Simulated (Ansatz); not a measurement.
# Squeezing and shearing (9,9) carbon nanotube bundle (108 atoms): runs compared

Aim: relax (9,9) carbon nanotube bundle (108 atoms), then change its volume and shape to read moduli from the stress.

Computed with Ansatz 0.2.0: Kohn-Sham DFT, PBE+D4, PAW (set soft_2), plane waves.

## (1) The cell as built

The cell holds 108 atoms: 108 C. Its edges and angles: a = 15.506 Å, b = 15.506 Å, c = 7.380 Å, α = 90.0°, β = 90.0°, γ = 120.0°. It derives from C (graphene). Graphene sheet (a = 2.46 Å) rolled into a (9,9) tube of diameter 12.21 Å, 3 periods, hexagonal bundle with 3.3 Å between walls; not relaxed, displaced by a Gaussian of 0.02 Å.

## (2) The reference run

The reference is a single point at the end of the relaxation.

Every strained cell starts from the geometry of this run, and its atoms are relaxed with the cell held.

Its input, with most atom lines left out:

```yaml
crystal:
  lattice:
    - [15.34515, -0.00286, -0.00499]
    - [-7.67505, 13.29207, 0.00622]
    - [-0.00238, 0.00205, 7.36908]
  atoms:
    - { symbol: C, position: [0.42286, 0.05254, 0.16696] }
    - { symbol: C, position: [0.44173, 0.10536, 0.00023] }
    - { symbol: C, position: [0.4618, 0.20675, 8.0e-05] }
    - { symbol: C, position: [0.46195, 0.25323, 0.16666] }
    - { symbol: C, position: [0.44237, 0.33487, 0.16649] }
    - { symbol: C, position: [0.42378, 0.36906, 0.99973] }
    - { symbol: C, position: [0.37029, 0.42298, 0.3329] }
    [... atom lines 8 to 108 left out ...]
kpoints:
  mp_grid: { grid: [1, 1, 2] }
hamiltonian:
  xc: pbe
  dispersion: d4
scf:
  occupations: { method: gaussian, width: 0.025 }
output:
  forces: true
  stress: true
  populations: true
  dos:
    method: { smearing: { sigma: 0.1 } }
    de: 0.1
    projected: { site_lists: { C: [C] } }
  eigenvalues: true
  write_density: true
  write_potential: true
  volumetric_format: npy
```

| Property | Result |
| --- | --- |
| free energy per atom | -251.0150 eV/atom |
| r.m.s. force component | 0.00486 eV/Å |
| pressure | 0.001379 GPa |

No gap is quoted: a carbon tube of such indices can be metallic, and the k-points needn't hold the crossing of its bands.

## (3) The runs

Each row is one run, on 4 threads of Arm Neoverse V1, shared host. The free energy is the program's total, comparable only between runs with the same functional, potentials and atoms.

```csv
run,atoms,outcome,"ionic steps, all passes",free energy (eV),time,host memory (GiB)
Single point at the start,108,converged,-,-27106.782,26 s,4.7
Cell and atoms relaxed,108,converged,8,-27109.620,3.8 min,4.8
Single point at the relaxed geometry,108,converged,-,-27109.620,59 s,4.6
Volume -3 %,108,converged,2,-27109.171,81 s,4.5
Volume +3 %,108,converged,3,-27109.240,2 min,4.8
Volume -6 %,108,converged,3,-27107.767,1.8 min,4.4
Volume +6 %,108,converged,14,-27108.736,8.2 min,4.9
Volume -10 %,108,converged,10,-27104.655,5.9 min,4.2
Stretched by 1 % along x,108,converged,3,-27109.600,1.9 min,4.7
Compressed by 1 % along x,108,converged,3,-27109.601,2 min,4.6
Sheared by 2 % in xy,108,converged,3,-27109.615,1.9 min,4.6
```

In some runs the program notes that the atoms just miss a symmetry operation, the exchange-correlation potential is rough where the density is thin and the SCF threshold is loose for the stress.

## (4) Pressure against volume

Atoms are relaxed at each volume, in the scaled cell.

```csv
volume change (%),volume (Å³/atom),energy change (meV/atom),pressure (GPa),largest move on relaxing (Å),bonds
-10,12.524,45.96,12.54,0.52,162
-6,13.081,17.15,7.07,0.13,162
-3,13.498,4.15,3.42,0.05,162
+0,13.916,0.00,0.00,-,162
+3,14.333,3.52,-2.59,0.07,162
+6,14.751,8.18,-4.20,0.61,162
```

## (5) Uniaxial strain and shear

Stress (GPa, compression positive) less that of the relaxed cell, atoms relaxed:

```csv
strain,xx,yy,zz,xy,energy change (meV/atom)
stretched by 1 % along x,-0.381,-0.337,-0.103,0.000,0.18
compressed by 1 % along x,0.457,0.420,0.147,-0.001,0.18
sheared by 2 % in xy,0.011,0.014,0.003,-0.051,0.04
```

## (6) What came out

The bulk modulus, from the slope of pressure against ln V over the three points nearest the relaxed volume, is 100 GPa; a quadratic over all points gives a pressure derivative of about 5.2. At -10 % and +6 % some atom moved by over 0.5 Å on relaxing, so those points may sit in another local minimum. In the Cartesian axes of the cell, finite differences give C11 = 41.9, C12 = 37.8, C13 = 12.5 and C66 = 2.54 GPa (the shear of 2 % is the engineering strain, εxy = 0.01).

Caveats: Strains are finite and relaxations stop at the force tolerance of the input, which can leave moduli too stiff; they are those of a static cell at zero temperature. Volumes are changed with the cell's shape held, so in an anisotropic solid the modulus lies over the one under free hydrostatic load. The program notes that the SCF threshold of the relaxations is loose for the stress.

The DFT runs together took 30 min of wall time.

[Logs are printed without paths, hosts, clocks, repeated set-up lines and the standing remarks that a program may print on its own settings, such as how far it seeks lower states.]

[Hosts, paths, dates, database ids (printed as entryN), source tags and the programs' standing remarks are cut or masked in the printed files.]
